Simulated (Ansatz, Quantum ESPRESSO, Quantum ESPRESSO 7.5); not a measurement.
**1T-SiSSe, 1 layer: response to a perpendicular field**

Aim: how 1T-SiSSe, 1 layer screens a field along its normal, and what the field does to its bands.

Calculated with Quantum ESPRESSO 7.5; plane-wave DFT, vdW-DF-cx, GBRV ultrasoft pseudopotentials made under PBE (geometry and cross-check by Ansatz 0.2.0 with PAW datasets; geometry under PBE).

### Step 1. The structure

The cell holds 3 atoms: 1 Se, 1 Si and 1 S. Cell: a = 3.405 Å, b = 3.405 Å, c = 18.924 Å, α = 90.0°, β = 90.0°, γ = 120.0°. It derives from SiSSe. Vacuum lies along c.

This sheet is a model structure: its symmetry is held, and its stability is not tested here.

### Step 2. Relaxation with Ansatz

A relaxation in Ansatz fixes the structure of this slab for the runs on it.

Input file input.yaml:

```yaml
crystal:
  lattice:
    - [3.405, 0.0, 0.0]
    - [-1.7025, 2.9488164999, 0.0]
    - [0.0, 0.0, 18.9236433976]
  atoms:
    - { symbol: Se, position: [0.6666666667, 0.3333333333, 0.4491735456] }
    - { symbol: Si, position: [0.0, 0.0, 0.5035613918] }
    - { symbol: S, position: [0.3333333333, 0.6666666667, 0.5508264544] }
kpoints:
  mp_grid: { grid: [12, 12, 1] }
hamiltonian:
  xc: pbe
scf:
  occupations: { method: fermi_dirac, width: 0.05 }
  convergence: { dr2_threshold: 1.0e-08 }
efield:
  axis: 3
  dipole_correction: true
  ramp_position: 0.97
  ramp_width: 0.04
relax:
  f_tol: 0.01
  cell: { fix: [c, alpha, beta] }
output:
  write_potential: true
  write_density: true
  volumetric_format: npy
```

Command:

```console
$ ansatz run input.yaml --threads 4 --pin off --max-ram 8192MiB --backend cpu --events-out ev --progress --plain --runs-dir out
```

Numbers of over 12 decimals in the logs are rounded to 6 here.

The log of the run:

```text
Warning: relax.cell: scf.convergence.dr2_threshold = 1e-8 eV is looser than the 3e-10 eV advised for a relaxation that steers and ends on the stress (1e-10 eV for each atom of the cell: 3). What an SCF threshold leaves in a stress goes as its square root, and in the free energy as the threshold itself, and one threshold admits the most on a small cell: [figures from the program's tests cut] Set scf.convergence.dr2_threshold to 3e-10 eV or tighter. The threshold is an SCF's pass mark: one that does not reach it within its budget of iterations ends unconverged, or closes short of it on a stop that the run arms, and scf.convergence.dr2_threshold's page says what that costs each kind of run
Engine: ansatz 0.2.0, aarch64-unknown-linux-gnu
Pseudopotentials: kind: paw
Pseudopotential: Se, paw, valence charge 16, recommended cutoff 420 eV (normal), Se.paw.azcp
Pseudopotential: Si, paw, valence charge 4, recommended cutoff 420 eV (normal), Si.paw.azcp
Pseudopotential: S, paw, valence charge 6, recommended cutoff 420 eV (normal), S.paw.azcp
Functional definition: PBE
  parameter kappa = 0.804
  parameter beta = 0.066725
  exchange = pbe_x(kappa = kappa, mu = beta*pi^2/3)
  correlation = pbe_c(beta = beta)
Crystal: 3 atoms, lattice volume = 190.007 Å³
Basis set: ecut = 420 eV, 3699 PW (Γ), exchange–correlation on 48×48×256 points (8 copies of the dense FFT grid, shifted against one another)
Bands: 17, of which v1, the nominal top of the filled ones, is band 13 counted from 1 (12 counted from 0)
Symmetry: 6 space group operations
Space group: P3m1 (ITA 156), of the structure as read, at distance tolerance 5.7e-5 Å
k-points: 19 of 144 (time reversal used)
Non-local potential: Se, projectors of the file, l = 0: 2, l = 1: 2, l = 2: 3, l = 3: 1
Non-local potential: Si, projectors of the file, l = 0: 2, l = 1: 2, l = 2: 2
Non-local potential: S, projectors of the file, l = 0: 2, l = 1: 2, l = 2: 2
PAW form: soft (Blöchl's): semilocal exchange-correlation on the pseudo side does not see the compensation charge
PAW one-centre angular grid: Se, 590 points (default); XC on 64 Gauss nodes
PAW one-centre angular grid: Si, 110 points (default); XC on 64 Gauss nodes
PAW one-centre angular grid: S, 110 points (default); XC on 64 Gauss nodes
Initial density: superposition of atomic densities (neutral atoms: chi_scale 0, normalization atom), corrected by the library's trained network
Initial wavefunctions: pseudopotential atomic-orbital guess
Functional: x = pbe(κ = 0.804, μ = 0.219515), c = pbe(β = 0.066725)
SCF iter   1: F=—  HF=-7005.676347 eV  |F-HF|=—  |Δ(HF+E_count)|=         —  Δρ=2.75e-3  dr2=3.21e-2  ethr=1.77e-3  p=0.024 e·Å  D=2.30e-2 V/Å  ΔV_dip=-0.43 eV  dr2_dipole=7.41e-3  V_vac-E_F(+/−)=4.57/5.01 eV  ⟨swp⟩=8.9  Hψ=2376  notcnv=0
efield: sawtooth ramp at fractional position 0.9700 (set: `efield.ramp_position`, or a place that a band, a saddle search or an elastic batch's reference lends), width 0.0400; the density the first Hamiltonian is built on has a dipole p = 0.024 e·Å; the dipole correction subtracts the counter field D = 2.30e-2 V/Å, which shifts the + side's vacuum level by -0.43 eV against the − side's; the planar-averaged density in the ramp window peaks in size at 2.3e-5 e/Å³
preconditioner: auto → none  [insulator: Δε(μ)=1.446 eV  Ē_g=11.540 eV  σ=0.050 eV  W_gap=1.00  n_scr=10 (ndim 8)  ℏωp=10.8 eV  f_vac=0.698  D(μ)=0.00/eV (n_scr^D=0)  ε∞_Penn≈1.9]
SCF iter   2: F=—  HF=-7005.689834 eV  |F-HF|=—  |Δ(HF+E_count)|=   1.35e-2  Δρ=2.73e-3  dr2=1.21e-1  ethr=1.23e-4  p=-0.038 e·Å  D=-3.64e-2 V/Å  ΔV_dip=0.69 eV  dr2_dipole=2.72e-2  V_vac-E_F(+/−)=5.14/4.45 eV  ⟨swp⟩=4.4  Hψ=889  notcnv=0
SCF iter   3: F=—  HF=-7005.668634 eV  |F-HF|=—  |Δ(HF+E_count)|=   2.12e-2  Δρ=8.71e-4  dr2=3.40e-3  ethr=1.23e-4  p=0.005 e·Å  D=4.36e-3 V/Å  ΔV_dip=-0.08 eV  dr2_dipole=9.16e-4  V_vac-E_F(+/−)=4.79/4.87 eV  ⟨swp⟩=4.2  Hψ=626  notcnv=0
SCF iter   4: F=—  HF=-7005.669006 eV  |F-HF|=—  |Δ(HF+E_count)|=   3.72e-4  Δρ=2.85e-4  dr2=2.02e-4  ethr=1.31e-5  p=-0.005 e·Å  D=-4.66e-3 V/Å  ΔV_dip=0.09 eV  dr2_dipole=1.39e-5  V_vac-E_F(+/−)=4.92/4.83 eV  ⟨swp⟩=2.2  Hψ=537  notcnv=0
SCF iter   5: F=—  HF=-7005.669177 eV  |F-HF|=—  |Δ(HF+E_count)|=   1.71e-4  Δρ=1.07e-4  dr2=2.12e-5  ethr=7.77e-7  p=-0.006 e·Å  D=-6.06e-3 V/Å  ΔV_dip=0.11 eV  dr2_dipole=9.74e-7  V_vac-E_F(+/−)=4.93/4.81 eV  ⟨swp⟩=2.5  Hψ=528  notcnv=0
SCF iter   6: F=—  HF=-7005.669150 eV  |F-HF|=—  |Δ(HF+E_count)|=   2.72e-5  Δρ=3.02e-5  dr2=5.93e-6  ethr=8.15e-8  p=-0.007 e·Å  D=-6.57e-3 V/Å  ΔV_dip=0.12 eV  dr2_dipole=3.62e-7  V_vac-E_F(+/−)=4.94/4.81 eV  ⟨swp⟩=2.9  Hψ=517  notcnv=0
SCF iter   7: F=—  HF=-7005.669154 eV  |F-HF|=—  |Δ(HF+E_count)|=   3.88e-6  Δρ=1.21e-5  dr2=8.87e-7  ethr=2.28e-8  p=-0.007 e·Å  D=-6.53e-3 V/Å  ΔV_dip=0.12 eV  dr2_dipole=5.41e-8  V_vac-E_F(+/−)=4.94/4.81 eV  ⟨swp⟩=2.2  Hψ=408  notcnv=0
SCF iter   8: F=—  HF=-7005.669154 eV  |F-HF|=—  |Δ(HF+E_count)|=   1.83e-7  Δρ=3.17e-6  dr2=5.57e-8  ethr=3.41e-9  p=-0.007 e·Å  D=-6.53e-3 V/Å  ΔV_dip=0.12 eV  dr2_dipole=4.62e-9  V_vac-E_F(+/−)=4.94/4.81 eV  ⟨swp⟩=2.3  Hψ=456  notcnv=0
SCF iter   9: F=-7005.669154 eV  HF=-7005.669154 eV  |F-HF|=1.00e-9  |Δ(HF+E_count)|=   8.46e-9  Δρ=4.86e-7  dr2=1.28e-9  ethr=3.85e-11  p=-0.007 e·Å  D=-6.52e-3 V/Å  ΔV_dip=0.12 eV  dr2_dipole=9.84e-11  V_vac-E_F(+/−)=4.94/4.81 eV  ⟨swp⟩=11.1  Hψ=2343  notcnv=0
SCF 1 converged in 9 iterations: F = -7005.669154 eV  dr2 = 1.28e-9
  greatest PAW one-centre occupation: 1.000 electrons in one spin orbital (limit 2), on the Se atom at site 0 (counted from 0), in its partial waves of l = 2
relax step   1: F+E_penalty+E_count = -7005.66915360 eV  Δ(F+E_penalty+E_count) = +0.000e0 eV  max|allowed force component| = 6.393e0 eV/Å  Δτ_max = 0.0000 Å  P = +9.963 GPa  Ω = 190.007 Å³  fix = [c, alpha, beta]  reactions: c +9.557 GPa  (9 SCF iters, accepted)
Crystal: 3 atoms, lattice volume = 193.000 Å³
Basis set: ecut = 420 eV, 3747 PW (Γ), exchange–correlation on 48×48×256 points (8 copies of the dense FFT grid, shifted against one another)
Initial density: handed on by an earlier stage of this run
Initial wavefunctions: those handed on with the density
iter 1 solved again at ethr=1.01e-3 eV; its pass at ethr=3.10e-3 eV (dr2=2.62e-1 eV) is discarded
SCF iter   1: F=—  HF=-7007.536129 eV  |F-HF|=—  |Δ(HF+E_count)|=         —  Δρ=8.55e-3  dr2=2.57e-1  ethr=1.01e-3  p=-0.007 e·Å  D=-6.51e-3 V/Å  ΔV_dip=0.12 eV  dr2_dipole=1.57e-3  V_vac-E_F(+/−)=5.38/5.26 eV  ⟨swp⟩=1.0  Hψ=2477  notcnv=0
[...]
SCF iter   9: F=-7008.168610 eV  HF=-7008.168610 eV  |F-HF|=7.06e-10  |Δ(HF+E_count)|=   7.16e-9  Δρ=1.36e-6  dr2=2.23e-9  ethr=3.85e-11  p=-0.016 e·Å  D=-1.57e-2 V/Å  ΔV_dip=0.30 eV  dr2_dipole=4.06e-14  V_vac-E_F(+/−)=5.71/5.42 eV  ⟨swp⟩=10.4  Hψ=2589  notcnv=0
SCF 3 converged in 9 iterations: F = -7008.168610 eV  dr2 = 2.23e-9
relax step   3: F+E_penalty+E_count = -7008.16861017 eV  Δ(F+E_penalty+E_count) = -6.948e-1 eV  max|allowed force component| = 6.695e-1 eV/Å  Δτ_max = 0.1929 Å  P = +0.834 GPa  Ω = 189.775 Å³  energy of the carried Pulay correction = +8.092e-6 eV  fix = [c, alpha, beta]  reactions: c +1.468 GPa  (9 SCF iters, accepted)
[...]
relax step   4: F+E_penalty+E_count = -7008.16763262 eV  Δ(F+E_penalty+E_count) = +9.776e-4 eV  max|allowed force component| = 7.077e-1 eV/Å  Δτ_max = 0.0959 Å  P = -0.556 GPa  Ω = 188.717 Å³  energy of the carried Pulay correction = +4.507e-5 eV  fix = [c, alpha, beta]  (8 SCF iters, rejected (line search))
[...]
relax step   5: F+E_penalty+E_count = -7008.19783680 eV  Δ(F+E_penalty+E_count) = -2.923e-2 eV  max|allowed force component| = 4.535e-2 eV/Å  Δτ_max = 0.0468 Å  P = +0.009 GPa  Ω = 190.007 Å³  energy of the carried Pulay correction = -4.002e-9 eV  fix = [c, alpha, beta]  reactions: c -0.010 GPa  (8 SCF iters, accepted)
[...]
relax step   6: F+E_penalty+E_count = -7008.19788540 eV  Δ(F+E_penalty+E_count) = -4.859e-5 eV  max|allowed force component| = 1.554e-2 eV/Å  Δτ_max = 0.0010 Å  P = +0.013 GPa  Ω = 190.036 Å³  energy of the carried Pulay correction = -1.011e-6 eV  fix = [c, alpha, beta]  reactions: c +0.004 GPa  (6 SCF iters, accepted)
[...]
relax step   7: F+E_penalty+E_count = -7008.19789306 eV  Δ(F+E_penalty+E_count) = -7.663e-6 eV  max|allowed force component| = 1.157e-3 eV/Å  Δτ_max = 0.0005 Å  P = +0.002 GPa  Ω = 190.117 Å³  energy of the carried Pulay correction = -3.841e-6 eV  fix = [c, alpha, beta]  reactions: c +0.002 GPa  (5 SCF iters, accepted)
Initial wavefunctions: pseudopotential atomic-orbital guess (no wavefunctions were taken with the density)
iter 1 solved again at ethr=1.44e-6 eV; its pass at ethr=3.10e-3 eV (dr2=3.74e-4 eV) is discarded
SCF iter   1: F=—  HF=-7008.197949 eV  |F-HF|=—  |Δ(HF+E_count)|=         —  Δρ=2.11e-6  dr2=5.77e-9  ethr=1.44e-6  p=-0.019 e·Å  D=-1.78e-2 V/Å  ΔV_dip=0.34 eV  dr2_dipole=1.52e-10  V_vac-E_F(+/−)=5.64/5.30 eV  ⟨swp⟩=3.8  Hψ=3155  notcnv=0
efield: sawtooth ramp at fractional position 0.9700 (set: `efield.ramp_position`, or a place that a band, a saddle search or an elastic batch's reference lends), width 0.0400; the density the first Hamiltonian is built on has a dipole p = -0.019 e·Å; the dipole correction subtracts the counter field D = -1.78e-2 V/Å, which shifts the + side's vacuum level by +0.34 eV against the − side's; the planar-averaged density in the ramp window peaks in size at 6.9e-6 e/Å³
eigensolver tolerance schedule: the retry pair's looser diagonalisation over-reported the residual by 64839.59 of it (diagonalisation noise at an unbounded share of the residual, at the tolerance the schedule requests for it); recorded, not acted on — ethr = c·dr2/N_el stays at c = 1.0e-1
preconditioner: auto → none  [insulator: Δε(μ)=0.680 eV  Ē_g=10.368 eV  σ=0.050 eV  W_gap=1.00  n_scr=10 (ndim 8)  ℏωp=10.8 eV  f_vac=0.659  D(μ)=0.00/eV (n_scr^D=0)  ε∞_Penn≈2.1]
SCF iter   2: F=—  HF=-7008.197896 eV  |F-HF|=—  |Δ(HF+E_count)|=   5.36e-5  Δρ=1.42e-6  dr2=1.49e-8  ethr=2.22e-11  p=-0.019 e·Å  D=-1.78e-2 V/Å  ΔV_dip=0.34 eV  dr2_dipole=3.29e-9  V_vac-E_F(+/−)=5.64/5.30 eV  ⟨swp⟩=15.9  Hψ=3131  notcnv=0
SCF iter   3: F=—  HF=-7008.197896 eV  |F-HF|=—  |Δ(HF+E_count)|=  3.34e-10  Δρ=1.02e-6  dr2=1.23e-8  ethr=2.22e-11  p=-0.019 e·Å  D=-1.78e-2 V/Å  ΔV_dip=0.34 eV  dr2_dipole=3.52e-9  V_vac-E_F(+/−)=5.64/5.30 eV  ⟨swp⟩=2.1  Hψ=416  notcnv=0
SCF iter   4: F=-7008.197896 eV  HF=-7008.197896 eV  |F-HF|=1.04e-9  |Δ(HF+E_count)|=   1.50e-9  Δρ=4.95e-7  dr2=1.17e-9  ethr=2.22e-11  p=-0.019 e·Å  D=-1.78e-2 V/Å  ΔV_dip=0.34 eV  dr2_dipole=1.67e-10  V_vac-E_F(+/−)=5.64/5.30 eV  ⟨swp⟩=7.1  Hψ=1917  notcnv=0
SCF 8 converged in 4 iterations: F = -7008.197896 eV  dr2 = 1.17e-9
relax step   8: F+E_penalty+E_count = -7008.19789582 eV  Δ(F+E_penalty+E_count) = -2.758e-6 eV  max|allowed force component| = 1.120e-3 eV/Å  Δτ_max = 0.0000 Å  P = +0.001 GPa  Ω = 190.117 Å³  fix = [c, alpha, beta]  reactions: c +0.000 GPa  stress off target by 8.08e-4 GPa on what of the cell is left free  SCF on the basis re-selected at this cell (its energy is not comparable with the rows above)  (4 SCF iters)
basis re-selected at this cell: Δ(F+E_penalty+E_count) = -2.758e-6 eV, ΔP = -0.002 GPa vs the last step (what re-selecting the basis moved, of the pressure what is left beyond the Pulay correction that the steps carried, after the strain that the cell walked since its last selection, with what the two solves' SCF thresholds leave and, on support functions, any second-order correction that the steps lacked; it is no m [...]
SCF converged after 4 iterations
Free energy (F): -7008.197896 eV
Harris-Foulkes:  -7008.197896 eV  (|F-HF|=1.04e-9)
Internal energy: -7008.197830 eV  (E = F + TS)
E sigma→0 (E₀):  -7008.197863 eV
Entropy (-TS):   -0.000066 eV (-0.022 meV/atom)
Fermi energy:    -1.348629 eV
Dipole field:    D = -0.017800 V/Å  (p = -0.018702 e·Å, saw-weighted, corrected)
Work function:   Φ+ = 5.6388 eV   Φ− = 5.3020 eV
Levels:          The Fermi level and band energies are counted from a zero that moves with the ramp; work functions are not
--- Per-component energies (eV) ---
  E_band       = -605.576191
  E_kinetic    = 269.004104
  E_local      = -14054.004054  (includes V_loc(G=0)·N_el)
  E_nonlocal   = -543.970069
  E_hartree    = 6872.677660
  E_xc         = -257.552395
  E_vxc        = -233.894160  (∫ρ·V_xc dr)
  E_paw        = -3023.835992  (= ΣΔE_a)
  E_vpaw       = 212.086959  (= ΣTr[D̂ρ^β])
  E_aug_tail   = -0.000614  (compensation charges beyond the density's cutoff)
  E_efield     = 0.000166  (sawtooth field / dipole correction)
  E_vefield    = -0.153599  (∫n·V_field dr)
  E_ewald      = 3729.483364
  E_smearing   = -0.000066  (= −TS)
  E_closure    = -0.000000  (closes the sum)
  Σ components = -7008.197896   (vs F -7008.197896, Δ=0.00e0)
--- Forces (eV/Å), atoms counted from 1 ---
  atom   1  Se     0.00000000    -0.00000000     0.00033340
  atom   2  Si     0.00000000    -0.00000000    -0.00112450
  atom   3  S      0.00000000     0.00000000     0.00077717
  max |Σ_I F_I| component: 1.39e-5 eV/Å
--- Stress (GPa, compression-positive) ---
        0.000808       0.000000       0.000000
        0.000000       0.000808      -0.000000
        0.000000      -0.000000       0.000486
  P = ⅓ Tr σ = 0.0007 GPa (0.007 kbar)
--- Band table (eV; the first three rows and the last of 19) ---
  k-point 0: bands = [... 9 lower, -2.9292, -2.9292, -1.7536, -1.7536, 0.8991, 2.1626, 2.8151, 2.8151]
  k-point 1: bands = [... 9 lower, -3.1830, -3.1532, -2.3262, -1.7146, 1.3310, 2.4721, 2.9094, 2.9969]
  k-point 2: bands = [... 9 lower, -3.6911, -3.4162, -3.0477, -1.7738, 1.1837, 2.7529, 3.4903, 3.7746]
  k-point 18: bands = [... 9 lower, -6.5277, -6.2186, -3.1484, -2.9476, 0.6230, 4.0026, 4.1900, 5.1633]
--- Relaxed structure (7 steps of the walk, 6 accepted, 1 SCFs on fresh bases) ---
  F+E_penalty+E_count = -7008.19789582 eV   max|allowed force component| = 1.120e-3 eV/Å   (the final SCF, on the basis selected at the relaxed cell)
  cell:  # Å, volume = 190.1174 Å³
    - [3.405989, 0.0, 0]
    - [-1.702994, 2.949673, 0]
    - [0, 0, 18.9236433976]
  atoms:
    - { symbol: Se, position: [0.666667, 0.333333, 0.426942] }
    - { symbol: Si, position: [2.2860302046873897e-19, 0, 0.503882] }
    - { symbol: S, position: [0.333333, 0.666667, 0.572737] }
```

The job ended after 9.6 s (4 threads of Arm Neoverse V2, shared host; peak memory 0.47 GiB).

The steps of the relaxation:

```
step  energy less that of the first step (eV)  largest force component (eV/Å)  pressure (GPa)  volume (Å³)
   1                                   0.0000                          6.3928            9.96       190.01
   2                                  -1.8047                          3.1822            4.12       193.00
   3                                  -2.4995                          0.6695            0.83       189.77
   4                                  -2.4985                          0.7077           -0.56       188.72
   5                                  -2.5287                          0.0454            0.01       190.01
   6                                  -2.5287                          0.0155            0.01       190.04
   7                                  -2.5287                          0.0012            0.00       190.12
  8*                                  -2.5287                          0.0011            0.00       190.12
```

Relaxation steps marked * repeat the geometry before them on a plane-wave basis chosen anew for their cell, so energy and pressure can jump there. Relaxation step 4 was tried and not accepted.

Forces are held to the 6 operations that the run works with; a distortion that breaks them can't arise in this run.

```csv
cell as run,before,after,change
a (Å),3.405,3.406,+0.0 %
b (Å),3.405,3.406,+0.0 %
```

The atoms that moved most (Å, along periodic axes as changes of fractional coordinates times the final cell, across vacuum about the mean position):

```csv
atom,dx,dy,dz,length
Se1,0.000,0.000,-0.421,0.421
S3,0.000,0.000,0.415,0.415
Si2,0.000,0.000,0.006,0.006
```

The relaxed structure:

```xyz
3
Lattice="3.4060 0.0000 0.0000 -1.7030 2.9497 0.0000 0.0000 0.0000 18.9236" Properties=species:S:1:pos:R:3
Se    1.7030    0.9832    8.0793
Si    0.0000    0.0000    9.5353
S     0.0000    1.9664   10.8383
```

Read from the output:

```
free energy                                                      : -7008.1979 eV
Fermi energy                                                     : -1.349 eV
gap by band count                                                : 0.6802 eV
symmetry operations                                              : 6
dipole along the normal                                          : -0.01870 e·Å
vacuum level at the upper face over a Fermi level inside the gap : 5.639 eV
vacuum level at the lower face over a Fermi level inside the gap : 5.302 eV
```

(Continued in part 2 of 7.)

[Logs are printed without paths, hosts, clocks, repeated set-up lines and the standing remarks that a program may print on its own settings, such as how far it seeks lower states.]

[Hosts, paths, dates, database ids (printed as entryN), source tags and the programs' standing remarks are cut or masked in the printed files.]

[Maps of the electrostatic potential energy from Ansatz leave out the sawtooth potential of an applied field or a dipole correction, so their vacuum need not be flat; planar profiles and work functions include it.]
